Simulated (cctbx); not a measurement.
## A crystallographic session in cctbx: GaCo14Mo

Library: cctbx 2025.11. The data are simulated by the first script.

## 1. Simulate the data

run.py:

```python
from cctbx import adptbx, crystal, miller, sgtbx, xray
from cctbx.array_family import flex
from iotbx.shelx import hklf
from scitbx import matrix
import scitbx.random

cs = crystal.symmetry(unit_cell=(7.868, 4.818, 8.297, 90, 90, 90), space_group_symbol='Hall: A 2 -2')  # Amm2
atoms = [  # label, site, U (iso, or U11 U22 U33 U12 U13 U23 in A^2), occupancy
    ("Mo1", (0.5, 0.5, 0.6632), (0.0204, 0.0086, 0.0118, 0.0000, 0.0000, 0.0000), 1),
    ("Ga1", (0.5, 0.5, 0.168), (0.0147, 0.0153, 0.0135, 0.0000, 0.0000, 0.0000), 1),
    ("Co1", (0.7501, 0.5, 0.3314), (0.0158, 0.0142, 0.0125, 0.0000, -0.0021, 0.0000), 1),
    ("Co2", (0.7423, 0.5, 0.8237), (0.0162, 0.0124, 0.0205, 0.0000, 0.0012, 0.0000), 1),
    ("Co3", (0.7394, 0.7575, 0.0836), (0.0224, 0.0197, 0.0150, -0.0021, 0.0042, -0.0016), 1),
    ("Co4", (0, 0.7579, 0.9192), (0.0322, 0.0195, 0.0157, 0.0000, 0.0000, -0.0011), 1),
    ("Co5", (0.5, 0.754, 0.9118), (0.0145, 0.0177, 0.0174, 0.0000, 0.0000, -0.0008), 1),
    ("Co6", (0, 0.5, 0.1668), (0.0253, 0.0288, 0.0246, 0.0000, 0.0000, 0.0000), 1),
    ("Co7", (0, 0.5, 0.6706), (0.0100, 0.0243, 0.0095, 0.0000, 0.0000, 0.0000), 1),
]
xs = xray.structure(crystal_symmetry=cs)
for label, site, u, occ in atoms:
    u = adptbx.u_cif_as_u_star(cs.unit_cell(), u) if isinstance(u, tuple) else u
    xs.add_scatterer(xray.scatterer(label, site=site, u=u, occupancy=occ))
xs.set_inelastic_form_factors(0.71073, "sasaki")
xs.show_summary()
p1 = xs.expand_to_p1()
ms = miller.build_set(p1, anomalous_flag=True, d_min=0.77)
flex.set_random_seed(555091)
scitbx.random.set_random_seed(555091)
ms = ms.select(flex.random_double(ms.size()) < 0.9)
i = ms.structure_factors_from_scatterers(p1, algorithm="direct").f_calc().as_intensity_array().data()
i = i * 5000 / flex.max(i)
sig = flex.sqrt(i + flex.pow2(0.03 * i) + 2 ** 2)
noise = scitbx.random.variate(scitbx.random.normal_distribution())(i.size())
data = ms.array(data=i + sig * noise, sigmas=sig).set_observation_type_xray_intensity()
with open("data.hkl", "w") as f:
    data.export_as_shelx_hklf(f)
print("reflections written:", data.size(), " <I/sigma> = %.1f" % flex.mean(data.data() / data.sigmas()))
for h, a, b in list(data.sort("data"))[:12]:
    print("%4d%4d%4d %9.1f %7.1f" % (h + (a, b)))
```

```console
$ python run.py
```

```text
Number of scatterers: 9
At special positions: 8
Unit cell: (7.868, 4.818, 8.297, 90, 90, 90)
Space group: A m m 2 (No. 38)
reflections written: 2620  <I/sigma> = 1.8
  -4   0   0    5045.0   165.8
   4   0   0    5030.7   165.8
   2   2  -2    3655.5   120.5
  -2   0  -4    3646.8   126.5
  -2   0   4    3612.8   126.2
   2   2   2    3607.0   120.7
  -2   2  -2    3604.4   120.5
  -2  -2   2    3541.3   120.7
   2   0  -4    3508.7   126.5
   2   0   4    3504.8   126.2
  -2  -2  -2    3440.1   120.5
   2  -2   2    3363.9   120.7
```

Run time: 0.47 s on 1 thread of Arm Neoverse N1, with other jobs on the host, peak memory 0.07 GiB.

## 2. Refinement (refined in the given hand)

run.py:

```python
import math
from cctbx import adptbx, crystal, maptbx, sgtbx, xray
from cctbx.array_family import flex
from cctbx.xray import observations
from iotbx.shelx import hklf
from scitbx.lstbx import normal_eqns_solving
from smtbx import absolute_structure, utils
from smtbx.refinement import constraints, least_squares

cs = crystal.symmetry(unit_cell=(7.868, 4.818, 8.297, 90, 90, 90), space_group_symbol='Hall: A 2 -2')  # Amm2
atoms = [  # label, site, U (iso, or U11 U22 U33 U12 U13 U23 in A^2), occupancy
    ("Mo1", (0.5, 0.5, 0.6651), 0.0200, 1),
    ("Ga1", (0.5, 0.5, 0.1705), 0.0200, 1),
    ("Co1", (0.7523, 0.5, 0.3298), 0.0200, 1),
    ("Co2", (0.7413, 0.5, 0.8242), 0.0200, 1),
    ("Co3", (0.7376, 0.7618, 0.0861), 0.0200, 1),
    ("Co4", (0, 0.7574, 0.9192), 0.0200, 1),
    ("Co5", (0.5, 0.7569, 0.9117), 0.0200, 1),
    ("Co6", (0, 0.5, 0.1668), 0.0200, 1),
    ("Co7", (0, 0.5, 0.6732), 0.0200, 1),
]
xs = xray.structure(crystal_symmetry=cs)
for label, site, u, occ in atoms:
    u = adptbx.u_cif_as_u_star(cs.unit_cell(), u) if isinstance(u, tuple) else u
    xs.add_scatterer(xray.scatterer(label, site=site, u=u, occupancy=occ))
xs.set_inelastic_form_factors(0.71073, "sasaki")
xs.convert_to_anisotropic()
raw = hklf.reader(file_name="data.hkl").as_miller_arrays(crystal_symmetry=cs, anomalous=True)[0]
merged = raw.eliminate_sys_absent().merge_equivalents()
fo2 = merged.array().set_observation_type_xray_intensity()
print("Rint %.3f, %d unique reflections to %.2f A" % (merged.r_int(), fo2.size(), fo2.d_min()))
for sc in xs.scatterers():
    sc.flags.set_grad_site(True)
    sc.flags.set_grad_u_aniso(sc.flags.use_u_aniso())
    sc.flags.set_grad_u_iso(sc.flags.use_u_iso())
obs = fo2.as_xray_observations()
extra = {}
rep = constraints.reparametrisation(xs, [], utils.connectivity_table(xs), **extra)
ls = least_squares.crystallographic_ls(obs, rep, weighting_scheme=least_squares.mainstream_shelx_weighting(a=0, b=0))
print("cycle     R1     wR2    GooF  max shift (A)")
for cycle in range(8):
    ls.build_up()
    r1, wr2, goof = ls.r1_factor(cutoff_factor=2)[0], ls.wR2(), ls.goof()
    old = xs.sites_cart()
    normal_eqns_solving.levenberg_marquardt_iterations(ls, n_max_iterations=3, tau=1e-06, step_threshold=1e-7)
    big = flex.max((xs.sites_cart() - old).norms())
    print("%4d %7.4f %7.4f %7.3f %9.5f" % (cycle + 1, r1, wr2, goof, big))
    ls.build_up(objective_only=True)
    if abs(ls.wR2() - wr2) < 5e-5 and big < 5e-4:
        break
ls.build_up()
print("final R1 %.4f wR2 %.4f GooF %.3f  parameters %d  data/parameter %.1f" % (ls.r1_factor(cutoff_factor=2)[0], ls.wR2(), ls.goof(), ls.n_parameters, fo2.size() / ls.n_parameters))
cov = ls.covariance_matrix_and_annotations()
su = dict(zip(cov.annotations, (math.sqrt(max(v, 0)) for v in cov.matrix.matrix_packed_u_diagonal())))
a2 = cs.unit_cell().reciprocal_parameters()[0] ** -2
print("atom        x        y        z      Ueq    occ   su(xyz)  su(Uiso or U11)")
for sc in xs.scatterers():
    s = max(su.get(sc.label + k, 0) for k in (".x", ".y", ".z"))
    npd = "" if sc.is_positive_definite_u(cs.unit_cell()) else "  NPD"
    print("%-5s %8.5f %8.5f %8.5f %8.4f %6.3f %8.5f %7.4f%s" % ((sc.label,) + sc.site + (sc.u_iso_or_equiv(cs.unit_cell()), sc.occupancy, s, su.get(sc.label + ".uiso", su.get(sc.label + ".u11", 0) * a2), npd)))
fc = fo2.structure_factors_from_scatterers(xs, algorithm="direct").f_calc()
absolute_structure.flack_analysis(xs, fo2.as_xray_observations()).show()
h = absolute_structure.hooft_analysis(fo2, fc, scale_factor=ls.scale_factor())
print("Hooft y: %.3f(%.0f)  Bijvoet pairs: %d" % (h.hooft_y, 1000 * h.sigma_y, h.n_bijvoet_pairs))
fo = fo2.f_sq_as_f()
fc = fo.structure_factors_from_scatterers(xs, algorithm="direct").f_calc()
diff = fo.f_obs_minus_f_calc(1 / math.sqrt(ls.scale_factor()), fc).average_bijvoet_mates()
m = diff.fft_map(symmetry_flags=maptbx.use_space_group_symmetry, resolution_factor=0.25).apply_volume_scaling()
print("difference map: max %.2f min %.2f rms %.2f" % (m.statistics().max(), m.statistics().min(), m.statistics().sigma()))
peaks = m.peak_search(parameters=maptbx.peak_search_parameters(min_distance_sym_equiv=0.6, max_clusters=6)).all()
near = xs.closest_distances(peaks.sites(), distance_cutoff=4)
sps = cs.special_position_settings(min_distance_sym_equiv=0.5)
for k, (x, h) in enumerate(zip(peaks.sites(), peaks.heights())):
    ss = sps.site_symmetry(x)
    print("Q%-3d %7.4f %7.4f %7.4f %4d %7.2f  %.2f A from %s" % ((k + 1,) + tuple(t % 1 for t in ss.exact_site()) + (ss.multiplicity(), h, near.smallest_distances[k], xs.scatterers()[near.i_seqs[k]].label)))
```

```console
$ python run.py
```

```text
Rint 0.044, 433 unique reflections to 0.77 A
cycle     R1     wR2    GooF  max shift (A)
   1  0.0986  0.1921   2.273   0.03102
   2  0.0350  0.0757   0.895   0.00511
   3  0.0351  0.0754   0.892   0.00204
   4  0.0351  0.0753   0.890   0.00451
   5  0.0352  0.0751   0.889   0.00000
final R1 0.0352 wR2 0.0751 GooF 0.889  parameters 49  data/parameter 8.8
atom        x        y        z      Ueq    occ   su(xyz)  su(Uiso or U11)
Mo1    0.50000  0.50000  0.66422   0.0155  1.000  0.00060  0.0014
Ga1    0.50000  0.50000  0.16800   0.0142  1.000  0.00084  0.0017
Co1    0.74991  0.50000  0.33230   0.0120  1.000  0.00040  0.0018
Co2    0.74211  0.50000  0.82451   0.0145  1.000  0.00044  0.0017
Co3    0.73956  0.75646  0.08481   0.0215  1.000  0.00073  0.0013
Co4    0.00000  0.76095  0.91892   0.0193  1.000  0.00115  0.0020
Co5    0.50000  0.75382  0.91180   0.0150  1.000  0.00108  0.0016
Co6    0.00000  0.50000  0.17036   0.0284  1.000  0.00145  0.0028
Co7    0.00000  0.50000  0.67373   0.0155  1.000  0.00096  0.0022
Flack x: 0.16(8)
Hooft y: 0.112(104)  Bijvoet pairs: 201
difference map: max 1.28 min -1.54 rms 0.32
Q1    0.0000  0.0000  0.7909    2    1.28  1.00 A from Co6
Q2    0.0000  0.1080  0.2731    4    1.21  0.97 A from Co7
Q3    0.2984  0.0000  0.4304    4    1.16  0.93 A from Co2
Q4    0.2149  0.0000  0.6305    4    1.13  1.34 A from Co3
Q5    0.3951  0.0000  0.8551    4    1.07  1.16 A from Co1
Q6    0.5000  0.0736  0.7297    4    1.01  0.62 A from Ga1
```

Time: 0.84 s.

## 3. Refinement

run.py, as its changes from the last script of this kind:

```diff
@@ -12,9 +12,9 @@
-    ("Mo1", (0.5, 0.5, 0.6651), 0.0200, 1),
-    ("Ga1", (0.5, 0.5, 0.1705), 0.0200, 1),
-    ("Co1", (0.7523, 0.5, 0.3298), 0.0200, 1),
-    ("Co2", (0.7413, 0.5, 0.8242), 0.0200, 1),
-    ("Co3", (0.7376, 0.7618, 0.0861), 0.0200, 1),
-    ("Co4", (0, 0.7574, 0.9192), 0.0200, 1),
-    ("Co5", (0.5, 0.7569, 0.9117), 0.0200, 1),
-    ("Co6", (0, 0.5, 0.1668), 0.0200, 1),
-    ("Co7", (0, 0.5, 0.6732), 0.0200, 1),
+    ("Mo1", (0.5, 0.5, 0.33578), 0.0155, 1),
+    ("Ga1", (0.5, 0.5, 0.832), 0.0142, 1),
+    ("Co1", (0.25009, 0.5, 0.6677), 0.0120, 1),
+    ("Co2", (0.25789, 0.5, 0.17549), 0.0145, 1),
+    ("Co3", (0.26044, 0.24354, 0.91519), 0.0215, 1),
+    ("Co4", (0, 0.23905, 0.08108), 0.0193, 1),
+    ("Co5", (0.5, 0.24618, 0.0882), 0.0150, 1),
+    ("Co6", (0, 0.5, 0.82964), 0.0284, 1),
+    ("Co7", (0, 0.5, 0.32627), 0.0155, 1),
```

```console
$ python run.py
```

```text
Rint 0.044, 433 unique reflections to 0.77 A
cycle     R1     wR2    GooF  max shift (A)
   1  0.0575  0.1135   1.343   0.02415
   2  0.0382  0.0814   0.963   0.00436
   3  0.0383  0.0812   0.961   0.00037
final R1 0.0383 wR2 0.0812 GooF 0.961  parameters 49  data/parameter 8.8
atom        x        y        z      Ueq    occ   su(xyz)  su(Uiso or U11)
Mo1    0.50000  0.50000  0.33739   0.0155  1.000  0.00060  0.0017
Ga1    0.50000  0.50000  0.83093   0.0151  1.000  0.00071  0.0020
Co1    0.25009  0.50000  0.66798   0.0108  1.000  0.00049  0.0020
Co2    0.25770  0.50000  0.17477   0.0153  1.000  0.00055  0.0020
Co3    0.26058  0.24373  0.91564   0.0224  1.000  0.00069  0.0013
Co4    0.00000  0.24234  0.08210   0.0197  1.000  0.00111  0.0020
Co5    0.50000  0.24710  0.08786   0.0148  1.000  0.00113  0.0015
Co6    0.00000  0.50000  0.82617   0.0279  1.000  0.00123  0.0032
Co7    0.00000  0.50000  0.32656   0.0155  1.000  0.00087  0.0025
Flack x: 0.77(9)
Hooft y: 0.855(116)  Bijvoet pairs: 201
difference map: max 1.15 min -1.43 rms 0.32
Q1    0.5000  0.0000  0.0067    2    1.21  1.37 A from Co5
Q2    0.5000  0.0000  0.7136    2    1.18  1.03 A from Mo1
Q3    0.0000  0.1205  0.7277    4    1.14  1.00 A from Co7
Q4    0.0713  0.0000  0.6643    4    1.11  1.46 A from Co7
Q5    0.0000  0.0000  0.2097    2    1.10  0.97 A from Co6
Q6    0.1707  0.1914  0.2350    8    1.09  1.24 A from Co1
```

Time: 0.8 s.

This run holds a fault made on purpose: the structure inverted.

## 4. Simulate the data

run.py, as its changes from the last script of this kind:

```diff
@@ -23 +23 @@
-xs.set_inelastic_form_factors(0.71073, "sasaki")
+xs.set_inelastic_form_factors(1.54184, "sasaki")
@@ -26,3 +26,3 @@
-ms = miller.build_set(p1, anomalous_flag=True, d_min=0.77)
-flex.set_random_seed(555091)
-scitbx.random.set_random_seed(555091)
+ms = miller.build_set(p1, anomalous_flag=True, d_min=0.83)
+flex.set_random_seed(339517)
+scitbx.random.set_random_seed(339517)
@@ -32 +32 @@
-sig = flex.sqrt(i + flex.pow2(0.03 * i) + 2 ** 2)
+sig = flex.sqrt(i + flex.pow2(0.06 * i) + 2 ** 2)
```

```console
$ python run.py
```

```text
Number of scatterers: 9
At special positions: 8
Unit cell: (7.868, 4.818, 8.297, 90, 90, 90)
Space group: A m m 2 (No. 38)
reflections written: 2042  <I/sigma> = 1.8
   4   0   0    5285.4   308.2
  -4   0   0    4655.4   308.2
  -2   0  -4    4097.8   234.6
   2   0  -4    3936.4   234.6
  -2  -2   2    3706.5   224.1
   2   2   2    3689.0   224.1
  -2  -2  -2    3623.6   211.3
   2   0   4    3550.8   222.0
   2  -2  -2    3542.9   211.3
  -2   2  -2    3533.6   211.3
   2  -2   2    3529.5   224.1
  -2   0   4    3501.0   222.0
```

Time: 0.44 s.

## 5. Refinement (refined in the given hand)

run.py, as its changes from the last script of this kind:

```diff
@@ -12,9 +12,9 @@
-    ("Mo1", (0.5, 0.5, 0.33578), 0.0155, 1),
-    ("Ga1", (0.5, 0.5, 0.832), 0.0142, 1),
-    ("Co1", (0.25009, 0.5, 0.6677), 0.0120, 1),
-    ("Co2", (0.25789, 0.5, 0.17549), 0.0145, 1),
-    ("Co3", (0.26044, 0.24354, 0.91519), 0.0215, 1),
-    ("Co4", (0, 0.23905, 0.08108), 0.0193, 1),
-    ("Co5", (0.5, 0.24618, 0.0882), 0.0150, 1),
-    ("Co6", (0, 0.5, 0.82964), 0.0284, 1),
-    ("Co7", (0, 0.5, 0.32627), 0.0155, 1),
+    ("Mo1", (0.5, 0.5, 0.6662), 0.0200, 1),
+    ("Ga1", (0.5, 0.5, 0.168), 0.0200, 1),
+    ("Co1", (0.7508, 0.5, 0.332), 0.0200, 1),
+    ("Co2", (0.7452, 0.5, 0.8219), 0.0200, 1),
+    ("Co3", (0.7331, 0.7593, 0.0821), 0.0200, 1),
+    ("Co4", (0, 0.7579, 0.9218), 0.0200, 1),
+    ("Co5", (0.5, 0.7508, 0.9138), 0.0200, 1),
+    ("Co6", (0, 0.5, 0.1661), 0.0200, 1),
+    ("Co7", (0, 0.5, 0.6673), 0.0200, 1),
@@ -26 +26 @@
-xs.set_inelastic_form_factors(0.71073, "sasaki")
+xs.set_inelastic_form_factors(1.54184, "sasaki")
```

```console
$ python run.py
```

```text
Rint 0.058, 339 unique reflections to 0.83 A
cycle     R1     wR2    GooF  max shift (A)
   1  0.1107  0.3118   2.873   0.05709
   2  0.0394  0.1031   0.950   0.00190
   3  0.0394  0.1031   0.950   0.00033
final R1 0.0395 wR2 0.1031 GooF 0.950  parameters 49  data/parameter 6.9
atom        x        y        z      Ueq    occ   su(xyz)  su(Uiso or U11)
Mo1    0.50000  0.50000  0.66297   0.0130  1.000  0.00067  0.0012
Ga1    0.50000  0.50000  0.16705   0.0151  1.000  0.00117  0.0018
Co1    0.75021  0.50000  0.33226   0.0149  1.000  0.00057  0.0015
Co2    0.74151  0.50000  0.82442   0.0164  1.000  0.00056  0.0016
Co3    0.73996  0.75718  0.08408   0.0186  1.000  0.00061  0.0013
Co4    0.00000  0.75849  0.92034   0.0228  1.000  0.00189  0.0020
Co5    0.50000  0.75289  0.91271   0.0167  1.000  0.00204  0.0015
Co6    0.00000  0.50000  0.16840   0.0262  1.000  0.00146  0.0030
Co7    0.00000  0.50000  0.67186   0.0145  1.000  0.00117  0.0024
Flack x: 0.021(18)
Hooft y: 0.014(21)  Bijvoet pairs: 156
difference map: max 0.97 min -1.01 rms 0.25
Q1    0.3690  0.0000  0.3041    4    0.99  0.89 A from Co2
Q2    0.1981  0.0000  0.5587    4    0.94  1.35 A from Co3
Q3    0.1129  0.0000  0.6848    4    0.88  0.90 A from Co6
Q4    0.1598  0.0000  0.1591    4    0.82  1.26 A from Co7
Q5    0.3550  0.0000  0.0787    4    0.82  1.34 A from Mo1
Q6    0.4032  0.0000  0.9448    4    0.78  1.44 A from Co5
```

Time: 0.81 s.

## 6. Simulate the data

run.py, as its changes from the last script of this kind:

```diff
@@ -23 +23 @@
-xs.set_inelastic_form_factors(1.54184, "sasaki")
+xs.set_inelastic_form_factors(0.71073, "sasaki")
@@ -26,3 +26,3 @@
-ms = miller.build_set(p1, anomalous_flag=True, d_min=0.83)
-flex.set_random_seed(339517)
-scitbx.random.set_random_seed(339517)
+ms = miller.build_set(p1, anomalous_flag=True, d_min=0.8)
+flex.set_random_seed(797844)
+scitbx.random.set_random_seed(797844)
@@ -30,0 +31,4 @@
+law = matrix.sqr((-1, 0, 0, 0, -1, 0, 0, 0, -1))
+mate = flex.miller_index([tuple(matrix.row(h) * law) for h in ms.indices()])
+i2 = ms.customized_copy(indices=mate).structure_factors_from_scatterers(p1, algorithm="direct").f_calc().as_intensity_array().data()
+i = (1 - 0.15) * i + 0.15 * i2
@@ -32 +36 @@
-sig = flex.sqrt(i + flex.pow2(0.06 * i) + 2 ** 2)
+sig = flex.sqrt(i + flex.pow2(0.015 * i) + 4 ** 2)
```

```console
$ python run.py
```

```text
Number of scatterers: 9
At special positions: 8
Unit cell: (7.868, 4.818, 8.297, 90, 90, 90)
Space group: A m m 2 (No. 38)
reflections written: 2322  <I/sigma> = 1.9
   4   0   0    5036.9   103.2
  -4   0   0    4953.9   103.2
   2   0  -4    3789.2    82.4
  -2   0  -4    3682.8    82.4
  -2  -2  -2    3605.3    79.2
  -2   0   4    3576.9    82.2
  -2  -2   2    3568.2    79.3
   2  -2  -2    3523.4    79.2
   2   2  -2    3515.2    79.2
  -2   2  -2    3500.0    79.2
   2   2   2    3456.4    79.3
  -2   2   2    3451.3    79.3
```

Run time: 0.47 s on 1 thread of Arm Neoverse N1, with other jobs on the host, peak memory 0.07 GiB.

[Logs are printed without paths, hosts, clocks, repeated set-up lines and the standing remarks that a program may print on its own settings, such as how far it seeks lower states.]
